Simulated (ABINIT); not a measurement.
# Calculated records

```
! title: A GW chain in ABINIT: PbSe (Clausthalite)
! method: RPA screening on PBE, plane waves, norm-conserving pseudopotentials (and 2 further levels or steps)
! program: ABINIT 10.8.3
! settings: cutoff 48 Ha, PseudoDojo scalar-relativistic 0.4 stringent, norm-conserving, potential set dojo-sr-pbe-0.4-stringent, ngkpt (4, 4, 4), nband 153, ecuteps 6 Ha, inclvkb 2, shiftk (0, 0, 0), symchi 1, awtr 1, frequency ppm, 4×4×4 k-mesh
! cost: 5 runs, 5.3 min in all on 8 MPI ranks of Arm Neoverse N1, shared host
! notes: The cell and positions come from the Crystallography Open Database and are kept as given unless a step says otherwise. Limits: screening runs away on this mesh; no spin-orbit coupling. The 4×4×4 mesh is coarse for this cell, which bears on the long-range parts of exchange and screening. On this mesh the RPA ε∞ passes 90, more than nearly any semiconductor shows; a coarse mesh does this where one point with a narrow direct gap carries much weight. The screening is then too strong, and the G0W0 gap should not be taken as the material’s.
! PBE gap: 0.30 eV, direct
! G0W0 gap on the mesh: 0.35 eV
! GW settings: 4×4×4 mesh, 153 bands, screening to 163.3 eV, Godby-Needs plasmon pole
CELL_PARAMETERS angstrom
0.00000 3.06065 3.06065
3.06065 0.00000 3.06065
3.06065 3.06065 0.00000
ATOMIC_POSITIONS crystal
Pb 0.00000 0.00000 0.00000
Se 0.50000 0.50000 0.50000
```

[Long decimals in the printed logs are rounded to 6 places.]

[Logs are printed without paths, hosts, clocks, repeated set-up lines and the standing remarks that a program may print on its own settings, such as how far it seeks lower states.]

[Paths, hosts, dates, memory and timing lines, banners, echoed tables and standing remarks are left out of the program output; an Ansatz launch command may be rebuilt from the run's recorded settings. Measured values are a selection of at most five: reports struck by readers or far from the other reports are left out. None is set beside runs whose start may be inverted or whose files or cutoffs have a known fault.]

[Runs of the session that timed out or met a known fault of the program may be left out.]

[Hosts, paths, dates, database ids (printed as entryN), source tags and the programs' standing remarks are cut or masked in the printed files.]

[G0W0 gaps are taken among the corrected bands and points alone; a level outside them can change the order at an edge.]

[Where Ansatz stands beside ABINIT at settings called matched, ABINIT's density can come from a denser mesh and the files from another edition; pairs whose starting gaps differed by over 0.03 eV were left out, so agreement reads better than it is.]
